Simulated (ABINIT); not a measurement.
Entries from a set of simulations; values are calculated unless marked as measured.

```
A GW chain in ABINIT: BAs (F-43m)
1.0
     0.00000    2.38850    2.38850
     2.38850    0.00000    2.38850
     2.38850    2.38850    0.00000
B As
1 1
Direct
  0.00000 0.00000 0.00000
  0.25000 0.25000 0.25000
# method: RPA screening on PBE, plane waves, norm-conserving pseudopotentials (and 2 further levels or steps)
# program: ABINIT 10.8.3
# settings: cutoff 44 Ha, PseudoDojo scalar-relativistic 0.4 stringent, norm-conserving, ngkpt (4, 4, 4), nband 102, ecuteps 7 Ha, inclvkb 2, shiftk (0, 0, 0), symchi 1, awtr 1, frequency ppm, 4×4×4 k-mesh
# cost: 5 runs, 51 s in all on 8 MPI ranks of Arm Neoverse V1, shared host
# notes: The cell and positions come from the Crystallography Open Database and are kept as given unless a step says otherwise. Limits: no spin-orbit coupling. Local fields lower the RPA ε∞ on this mesh from 15.30 to 13.99; a Γ-centred mesh this coarse tends to raise both, most where the direct gap is narrow, while a short band sum lowers them. The 4×4×4 mesh is coarse for this cell, which bears on the long-range parts of exchange and screening.
# PBE gap: 1.21 eV, indirect
# G0W0 gap on the mesh: 1.95 eV
# G0W0 gap over the zone (rigid shift): 1.70 eV
# GW settings: 4×4×4 mesh, 102 bands, screening to 190.5 eV, Godby-Needs plasmon pole
# known limits: short of the basis limit; no spin-orbit coupling; coarse k mesh
```

[Long decimals in the printed logs are rounded to 6 places.]

[Logs are printed without paths, hosts, clocks, repeated set-up lines and the standing remarks that a program may print on its own settings, such as how far it seeks lower states.]

[Paths, hosts, dates, memory and timing lines, banners, echoed tables and standing remarks are left out of the program output; an Ansatz launch command may be rebuilt from the run's recorded settings. Measured values are a selection of at most five: reports struck by readers or far from the other reports are left out. None is set beside runs whose start may be inverted or whose files or cutoffs have a known fault.]

[Runs of the session that timed out or met a known fault of the program may be left out.]

[Hosts, paths, dates, database ids (printed as entryN), source tags and the programs' standing remarks are cut or masked in the printed files.]

[G0W0 gaps are taken among the corrected bands and points alone; a level outside them can change the order at an edge.]

[Where Ansatz stands beside ABINIT at settings called matched, ABINIT's density can come from a denser mesh and the files from another edition; pairs whose starting gaps differed by over 0.03 eV were left out, so agreement reads better than it is.]
